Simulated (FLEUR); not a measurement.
# GdSe: parallel and opposed starts

Does GdSe prefer parallel or opposed moments?

Method: PBEsol with U = 6.7 eV, J = 0.7 eV on Gd f; all-electron FLAPW, Dirac cores, scalar-relativistic bands, in FLEUR MaX-R8.1.

Most raw output is cut from this account.

### 1. Set-up

It takes space group Fm-3m (No. 225, cubic). Conventional cell: a = 5.771 Å, b = 5.771 Å, c = 5.771 Å, α = 90.00°, β = 90.00°, γ = 90.00°. Gd has 6 Se at 2.89 Å nearest. Se has 6 Gd at 2.89 Å nearest. Farther neighbours and most contacts between anions are not listed.

Structure file:

```
Gd Se
1.0
     0.00000    2.88550    2.88550
     2.88550    0.00000    2.88550
     2.88550    2.88550    0.00000
Gd Se
1 1
Cartesian
  0.0000 0.0000 0.0000
  2.8855 2.8855 2.8855
```

### 2. Run 1 (ferro +)

The parallel start comes first: it shows whether parallel moments hold. The U counters the self-interaction that shrinks the moments of a localised shell.

The file n_mmp_mat seeds the f occupations with whole cubic orbitals by Hund's first rule, so that the U acts from the first pass. inpgen writes inp.xml from crystal.txt; cutoffs, mixing, functional, smearing and local orbitals are then set in the file. The k list default-1 (kpts.xml, not shown) is a Γ-centred 6×6×6 mesh; where the ranks do not divide the number of points, some are split in two of half the weight.

The input, inp.xml:

```
<?xml version="1.0" encoding="UTF-8" standalone="no"?>
<fleurInput fleurInputVersion="0.39">
   <comment>
      GdSe
   </comment>
   <calculationSetup>
      <cutoffs Kmax="3.6" Gmax="10.8" GmaxXC="10.8" numbands="0"/>
      <scfLoop itmax="130" minDistance="0.0001" maxIterBroyd="15" imix="Anderson" alpha="0.05" precondParam="0.0" spinf="2.0" sdNocoIR="T"/>
      <coreElectrons ctail="T" frcor="F" kcrel="0" coretail_lmax="0"/>
      <xcFunctional name="PBEs" relativisticCorrections="F"/>
      <magnetism jspins="2"/>
      <soc l_soc="F" theta="0.0" phi="0.0" spav="F"/>
      <expertModes spex="0" secvar="F"/>
      <geometryOptimization l_f="F" forcealpha="1.0" forcemix="BFGS" epsdisp="0.00001" epsforce="0.00001"/>
      <ldaU l_linMix="F" mixParam="0.05" spinf="1.0"/>
   </calculationSetup>
   <cell>
      <bzIntegration valenceElectrons="34.0" mode="hist" fermiSmearingEnergy="0.00183747">
         <kPointListSelection listName="default-1"/>
         <xi:include xmlns:xi="http://www.w3.org/2001/XInclude" href="kpts.xml"> </xi:include>
      </bzIntegration>
      <xi:include xmlns:xi="http://www.w3.org/2001/XInclude" href="sym.xml"> </xi:include>
      <bulkLattice scale="1.0">
         <bravaisMatrix>
            <row-1>    0.0000000000000000     5.4528047325332993     5.4528047325332993</row-1>
            <row-2>    5.4528047325332993     0.0000000000000000     5.4528047325332993</row-2>
            <row-3>    5.4528047325332993     5.4528047325332993     0.0000000000000000</row-3>
         </bravaisMatrix>
      </bulkLattice>
   </cell>
   <atomSpecies>
      <species name="Gadolinium7.000" element="Gd" atomicNumber="64">
         <mtSphere radius="2.66" gridPoints="879" logIncrement="0.015"/>
         <atomicCutoffs lmax="10" lnonsphr="8"/>
         <electronConfig flipSpins="F">
            <coreConfig>(1s1/2) (2s1/2) (2p1/2) (2p3/2) (3s1/2) (3p1/2) (3p3/2) (4s1/2) (3d3/2) (3d5/2) (4p1/2) (4p3/2) (4d3/2) (4d5/2)</coreConfig>
            <valenceConfig>(5s1/2) (5p1/2) (5p3/2) (6s1/2) (4f5/2) (4f7/2) (5d3/2) (5d5/2)</valenceConfig>
            <stateOccupation state="(4f5/2)" spinUp="2.5" spinDown="0.5"/>
            <stateOccupation state="(4f7/2)" spinUp="4.0" spinDown="0.0"/>
            <stateOccupation state="(5d3/2)" spinUp="0.4" spinDown="0.0"/>
            <stateOccupation state="(5d5/2)" spinUp="0.6" spinDown="0.0"/>
         </electronConfig>
         <energyParameters s="6" p="6" d="5" f="4"/>
         <ldaU l="3" U="6.7" J="0.7" l_amf="F"/>
         <lo type="SCLO" l="0" n="5" eDeriv="0"/>
         <lo type="SCLO" l="1" n="5" eDeriv="0"/>
      </species>
      <species name="Selenium (Se)" element="Se" atomicNumber="34">
         <mtSphere radius="2.66" gridPoints="879" logIncrement="0.014"/>
         <atomicCutoffs lmax="10" lnonsphr="8"/>
         <electronConfig flipSpins="F">
            <coreConfig>(1s1/2) (2s1/2) (2p1/2) (2p3/2) (3s1/2) (3p1/2) (3p3/2)</coreConfig>
            <valenceConfig>(4s1/2) (3d3/2) (3d5/2) (4p1/2) (4p3/2)</valenceConfig>
            <stateOccupation state="(4p1/2)" spinUp="0.666667" spinDown="0.666667"/>
            <stateOccupation state="(4p3/2)" spinUp="1.333333" spinDown="1.333333"/>
         </electronConfig>
         <energyParameters s="4" p="4" d="3" f="4"/>
      </species>
   </atomSpecies>
   <atomGroups>
      <atomGroup species="Gadolinium7.000">
         <relPos label="                   1">.0000000000 .0000000000 .0000000000</relPos>
         <force calculate="T" relaxXYZ="TTT"/>
      </atomGroup>
      <atomGroup species="Selenium (Se)">
         <relPos label="                   2">1.000/2.000 1.000/2.000 1.000/2.000</relPos>
         <force calculate="T" relaxXYZ="TTT"/>
      </atomGroup>
   </atomGroups>
   <output dos="F" band="F" slice="F">
      <bandDOS minEnergy="-.5*Htr" maxEnergy="0.5*Htr" sigma="0.015" storeEVData="T"/>
      <plotting iplot="0" polar="F">
         <plot TwoD="T" vec1="  1.0  0.0  0.0" vec2="  0.0  1.0  0.0" vec3="  0.0  0.0  1.0" zero="  0.0  0.0  0.0" file="plot"/>
      </plotting>
      <moessbauerParams electricFieldGradient="F" isomerShift="F" coreHyperfine="F" valenceHyperfine="F"/>
   </output>
</fleurInput>
```

The input, crystal.txt:

```
GdSe
&input film=F cartesian=F /
0.00000000000  2.88550000000  2.88550000000
2.88550000000  0.00000000000  2.88550000000
2.88550000000  2.88550000000  0.00000000000
1.8897261246
1.0 1.0 1.0

2
64 0.00000000000  0.00000000000  0.00000000000 : 7.000
34 0.50000000000  0.50000000000  0.50000000000

&kpt div1=6 div2=6 div3=6 gamma=T /
```

Started as:

```bash
$ OMP_NUM_THREADS=1 inpgen -f crystal.txt > inpgen.log  # inp.xml is then edited as shown
$ OMP_NUM_THREADS=1 mpirun -n 4 fleur_MPI > fleur.log
```

The job ended after 13 s (4 MPI ranks of Intel Xeon Platinum 8375C at 2.90GHz (Ice Lake), shared host; peak memory 0.27 GiB; 50 s of CPU time).

Numbers from this step:

* free energy: -372942.9164 eV
* program's band gap on this mesh (in a metal only a level spacing): 0.04362 eV
* magnetization: 7.119 μB
* final state: ferromagnetic
* largest moment: 7.074 μB

After 18 cycles the largest moment stands at 7.07 μB.

### 3. Start 2: antiferro q=(0,0,1/2) +-

An opposed order shows whether neighbours prefer unlike signs.

The cell is doubled to 4 atoms to hold this order. The mesh is halved along the doubled vector, so that both cells sample the same points. The k list default-1 (kpts.xml, not shown) is a Γ-centred 6×6×3 mesh.

inp.xml, as its differences from that of step 2:

```diff
@@ -17,3 +17,3 @@
    <cell>
-      <bzIntegration valenceElectrons="34.0" mode="hist" fermiSmearingEnergy="0.00183747">
+      <bzIntegration valenceElectrons="68.0" mode="hist" fermiSmearingEnergy="0.00183747">
          <kPointListSelection listName="default-1"/>
@@ -26,3 +26,3 @@
             <row-2>    5.4528047325332993     0.0000000000000000     5.4528047325332993</row-2>
-            <row-3>    5.4528047325332993     5.4528047325332993     0.0000000000000000</row-3>
+            <row-3>   10.9056094650665987    10.9056094650665987     0.0000000000000000</row-3>
          </bravaisMatrix>
@@ -41,2 +41,18 @@
             <stateOccupation state="(5d5/2)" spinUp="0.6" spinDown="0.0"/>
+         </electronConfig>
+         <energyParameters s="6" p="6" d="5" f="4"/>
+         <ldaU l="3" U="6.7" J="0.7" l_amf="F"/>
+         <lo type="SCLO" l="0" n="5" eDeriv="0"/>
+         <lo type="SCLO" l="1" n="5" eDeriv="0"/>
+      </species>
+      <species name="Gadolinium-7.000" element="Gd" atomicNumber="64">
+         <mtSphere radius="2.66" gridPoints="879" logIncrement="0.015"/>
+         <atomicCutoffs lmax="10" lnonsphr="8"/>
+         <electronConfig flipSpins="F">
+            <coreConfig>(1s1/2) (2s1/2) (2p1/2) (2p3/2) (3s1/2) (3p1/2) (3p3/2) (4s1/2) (3d3/2) (3d5/2) (4p1/2) (4p3/2) (4d3/2) (4d5/2)</coreConfig>
+            <valenceConfig>(5s1/2) (5p1/2) (5p3/2) (6s1/2) (4f5/2) (4f7/2) (5d3/2) (5d5/2)</valenceConfig>
+            <stateOccupation state="(4f5/2)" spinUp="0.5" spinDown="2.5"/>
+            <stateOccupation state="(4f7/2)" spinUp="0.0" spinDown="4.0"/>
+            <stateOccupation state="(5d3/2)" spinUp="0.0" spinDown="0.4"/>
+            <stateOccupation state="(5d5/2)" spinUp="0.0" spinDown="0.6"/>
          </electronConfig>
@@ -64,4 +80,9 @@
       </atomGroup>
+      <atomGroup species="Gadolinium-7.000">
+         <relPos label="                   2">.0000000000 .0000000000 1.000/2.000</relPos>
+         <force calculate="T" relaxXYZ="TTT"/>
+      </atomGroup>
       <atomGroup species="Selenium (Se)">
-         <relPos label="                   2">1.000/2.000 1.000/2.000 1.000/2.000</relPos>
+         <relPos label="                   3">1.000/2.000 1.000/2.000 1.000/4.000</relPos>
+         <relPos label="                   4">1.000/2.000 1.000/2.000 -1.000/4.000</relPos>
          <force calculate="T" relaxXYZ="TTT"/>
```

The input, crystal.txt:

```
GdSe
&input film=F cartesian=F /
0.00000000000  2.88550000000  2.88550000000
2.88550000000  0.00000000000  2.88550000000
5.77100000000  5.77100000000  0.00000000000
1.8897261246
1.0 1.0 1.0

4
64 0.00000000000  0.00000000000  0.00000000000 : 7.000
64 0.00000000000  0.00000000000  0.50000000000 : -7.000
34 0.50000000000  0.50000000000  0.25000000000
34 0.50000000000  0.50000000000  0.75000000000

&kpt div1=6 div2=6 div3=3 gamma=T /
```

The job ended after 56 s (4 MPI ranks; peak memory 0.53 GiB).

Spin moment in the muffin-tin sphere by atom:

```tsv
atom	spin moment in the muffin-tin sphere (μB)
Gd1	7.21
Gd2	-7.21
Se3	0.00
Se4	0.00
```

Read from the output:

| Property | Result |
| --- | --- |
| free energy | -745885.9232 eV |
| program's band gap on this mesh (in a metal only a level spacing) | 1.53e-5 eV |
| magnetization | 0 μB |
| final state | antiferromagnetic |

It lies 45.2 meV a seeded atom under the first start, and its largest moment is 7.21 μB against 7.07 μB.

### 4. Run 3 (antiferro q=(0,1/2,1/2) +-)

This order needs a doubled cell of 4 atoms. The mesh is halved along the doubled vector, so that both cells sample the same points. The k list default-1 (kpts.xml, not shown) is a Γ-centred 6×3×6 mesh.

inp.xml, as its differences from that of step 3:

```diff
@@ -25,4 +25,4 @@
             <row-1>    0.0000000000000000     5.4528047325332993     5.4528047325332993</row-1>
-            <row-2>    5.4528047325332993     0.0000000000000000     5.4528047325332993</row-2>
-            <row-3>   10.9056094650665987    10.9056094650665987     0.0000000000000000</row-3>
+            <row-2>   10.9056094650665987     0.0000000000000000    10.9056094650665987</row-2>
+            <row-3>   10.9056094650665987     5.4528047325332993     5.4528047325332993</row-3>
          </bravaisMatrix>
@@ -81,3 +81,3 @@
       <atomGroup species="Gadolinium-7.000">
-         <relPos label="                   2">.0000000000 .0000000000 1.000/2.000</relPos>
+         <relPos label="                   2">.0000000000 1.000/2.000 .0000000000</relPos>
          <force calculate="T" relaxXYZ="TTT"/>
@@ -85,4 +85,7 @@
       <atomGroup species="Selenium (Se)">
-         <relPos label="                   3">1.000/2.000 1.000/2.000 1.000/4.000</relPos>
-         <relPos label="                   4">1.000/2.000 1.000/2.000 -1.000/4.000</relPos>
+         <relPos label="                   3">1.000/2.000 .0000000000 1.000/2.000</relPos>
+         <force calculate="T" relaxXYZ="TTT"/>
+      </atomGroup>
+      <atomGroup species="Selenium (Se)">
+         <relPos label="                   4">1.000/2.000 1.000/2.000 1.000/2.000</relPos>
          <force calculate="T" relaxXYZ="TTT"/>
```

The input, crystal.txt:

```
GdSe
&input film=F cartesian=F /
0.00000000000  2.88550000000  2.88550000000
5.77100000000  0.00000000000  5.77100000000
5.77100000000  2.88550000000  2.88550000000
1.8897261246
1.0 1.0 1.0

4
64 0.00000000000  0.00000000000  0.00000000000 : 7.000
64 0.00000000000  0.50000000000  0.00000000000 : -7.000
34 0.50000000000  0.00000000000  0.50000000000
34 0.50000000000  0.50000000000  0.50000000000

&kpt div1=6 div2=3 div3=6 gamma=T /
```

Elapsed: 69 s, on 4 MPI ranks; peak memory 0.5 GiB; 4.6 min of CPU time.

Spin moment in the muffin-tin sphere by atom:

```tsv
atom	spin moment in the muffin-tin sphere (μB)
Gd1	7.13
Gd2	-7.13
Se3	0.01
Se4	-0.01
```

This step gave:

```
free energy                                                       : -745885.8675 eV
program's band gap on this mesh (in a metal only a level spacing) : 0 eV
magnetization                                                     : 0 μB
final state                                                       : antiferromagnetic
```

It lies 17.4 meV a seeded atom under the first start, and its largest moment is 7.13 μB against 7.07 μB.

### 5. Energies of the orders

Free energies are divided by the number of seeded atoms, so that cells of unlike size compare. Wavevectors q in the names are fractions of the primitive cell's reciprocal vectors.

Orders:

```tsv
start	final state	typed order kept	energy over the lowest (meV a seeded atom)	largest sphere moment (μB)	net moment (μB a primitive cell)	mesh matched	CPU time (s)
ferro +	ferromagnetic	yes	45.23	7.074	7.119	yes	50.02
antiferro q=(0,0,1/2) +-	antiferromagnetic	yes	0	7.209	0	yes	223.9
antiferro q=(0,1/2,1/2) +-	antiferromagnetic	yes	27.86	7.135	0	yes	274.5
```

### 6. Spin–orbit coupling, moments along [001]

Spin–orbit coupling ties the spins to the lattice and lets orbital moments form.

A new self-consistent run of the start antiferro q=(0,0,1/2) +-, with the moments along z. Here n_mmp_mat seeds f states of whole m by Hund's three rules. The k list default-1 (kpts.xml, not shown) is a Γ-centred 6×6×3 mesh.

inp.xml, as its differences from that of step 2:

```diff
@@ -6,3 +6,3 @@
    <calculationSetup>
-      <cutoffs Kmax="3.6" Gmax="10.8" GmaxXC="10.8" numbands="0"/>
+      <cutoffs Kmax="3.6" Gmax="10.8" GmaxXC="10.8" numbands="148"/>
       <scfLoop itmax="130" minDistance="0.0001" maxIterBroyd="15" imix="Anderson" alpha="0.05" precondParam="0.0" spinf="2.0" sdNocoIR="T"/>
@@ -11,3 +11,3 @@
       <magnetism jspins="2"/>
-      <soc l_soc="F" theta="0.0" phi="0.0" spav="F"/>
+      <soc l_soc="T" theta="0.0" phi="0.0" spav="F"/>
       <expertModes spex="0" secvar="F"/>
@@ -17,3 +17,3 @@
    <cell>
-      <bzIntegration valenceElectrons="34.0" mode="hist" fermiSmearingEnergy="0.00183747">
+      <bzIntegration valenceElectrons="68.0" mode="hist" fermiSmearingEnergy="0.00183747">
          <kPointListSelection listName="default-1"/>
@@ -26,3 +26,3 @@
             <row-2>    5.4528047325332993     0.0000000000000000     5.4528047325332993</row-2>
-            <row-3>    5.4528047325332993     5.4528047325332993     0.0000000000000000</row-3>
+            <row-3>   10.9056094650665987    10.9056094650665987     0.0000000000000000</row-3>
          </bravaisMatrix>
@@ -41,2 +41,18 @@
             <stateOccupation state="(5d5/2)" spinUp="0.6" spinDown="0.0"/>
+         </electronConfig>
+         <energyParameters s="6" p="6" d="5" f="4"/>
+         <ldaU l="3" U="6.7" J="0.7" l_amf="F"/>
+         <lo type="SCLO" l="0" n="5" eDeriv="0"/>
+         <lo type="SCLO" l="1" n="5" eDeriv="0"/>
+      </species>
+      <species name="Gadolinium-7.000" element="Gd" atomicNumber="64">
+         <mtSphere radius="2.66" gridPoints="879" logIncrement="0.015"/>
+         <atomicCutoffs lmax="10" lnonsphr="8"/>
+         <electronConfig flipSpins="F">
+            <coreConfig>(1s1/2) (2s1/2) (2p1/2) (2p3/2) (3s1/2) (3p1/2) (3p3/2) (4s1/2) (3d3/2) (3d5/2) (4p1/2) (4p3/2) (4d3/2) (4d5/2)</coreConfig>
+            <valenceConfig>(5s1/2) (5p1/2) (5p3/2) (6s1/2) (4f5/2) (4f7/2) (5d3/2) (5d5/2)</valenceConfig>
+            <stateOccupation state="(4f5/2)" spinUp="0.5" spinDown="2.5"/>
+            <stateOccupation state="(4f7/2)" spinUp="0.0" spinDown="4.0"/>
+            <stateOccupation state="(5d3/2)" spinUp="0.0" spinDown="0.4"/>
+            <stateOccupation state="(5d5/2)" spinUp="0.0" spinDown="0.6"/>
          </electronConfig>
@@ -64,4 +80,9 @@
       </atomGroup>
+      <atomGroup species="Gadolinium-7.000">
+         <relPos label="                   2">.0000000000 .0000000000 1.000/2.000</relPos>
+         <force calculate="T" relaxXYZ="TTT"/>
+      </atomGroup>
       <atomGroup species="Selenium (Se)">
-         <relPos label="                   2">1.000/2.000 1.000/2.000 1.000/2.000</relPos>
+         <relPos label="                   3">1.000/2.000 1.000/2.000 1.000/4.000</relPos>
+         <relPos label="                   4">1.000/2.000 1.000/2.000 -1.000/4.000</relPos>
          <force calculate="T" relaxXYZ="TTT"/>
```

The input, crystal.txt:

```
GdSe
&input film=F cartesian=F /
0.00000000000  2.88550000000  2.88550000000
2.88550000000  0.00000000000  2.88550000000
5.77100000000  5.77100000000  0.00000000000
1.8897261246
1.0 1.0 1.0

4
64 0.00000000000  0.00000000000  0.00000000000 : 7.000
64 0.00000000000  0.00000000000  0.50000000000 : -7.000
34 0.50000000000  0.50000000000  0.25000000000
34 0.50000000000  0.50000000000  0.75000000000

&soc 0.0000000 0.0000000 /
&kpt div1=6 div2=6 div3=3 gamma=T /
```

The job ended after 4.7 min (4 MPI ranks; peak memory 0.96 GiB; 19 min of CPU time).

Spin moment in the muffin-tin sphere by atom:

```tsv
atom	spin moment in the muffin-tin sphere (μB)
Gd1	7.20
Gd2	-7.20
Se3	0.00
Se4	0.00
```

Read from the output:

* free energy: -745886.6854 eV
* program's band gap on this mesh (in a metal only a level spacing): 0.01361 eV
* magnetization: 0 μB
* final state: antiferromagnetic
* orbital moment along the spin: -0.01701 μB

Orbital moment in the sphere, along the spin axis by atom:

```tsv
atom	orbital moment in the sphere, along the spin axis (μB)
Gd1	-0.0170
Gd2	0.0170
Se3	0.0000
Se4	0.0000
```

### 7. Outcome

* lowest state found: antiferromagnetic (typed antiferro q=(0,0,1/2) +-)
* largest site spin moment: 7.21 μB
* next finished state: antiferromagnetic, 27.9 meV a seeded atom higher
* orbital moment on the atom of largest spin, along its spin (spin–orbit run): -0.0170 μB
* spin plus orbital moment: Gd 7.18 μB

What this shows: The lowest state found is antiferromagnetic, reached from the start antiferro q=(0,0,1/2) +-, with moments up to 7.21 μB. The next finished state costs 28 meV a seeded atom. The shell is near half filling, where Hund's rules give no orbital moment. This is the lowest of 3 finished starts, no proof of the ground state. The f shell is half filled, so the spin-only picture is fair.

[Logs and program files are shortened in this print: banners, set-up blocks, solver, clock and traceback lines can be left out without a mark of their own.]

[Logs are printed without paths, hosts, clocks, repeated set-up lines and the standing remarks that a program may print on its own settings, such as how far it seeks lower states.]

[Hosts, paths, dates, database ids (printed as entryN), source tags and the programs' standing remarks are cut or masked in the printed files.]

[Where a cell is said to come from a database of computed structures, the database is the Materials Project.]
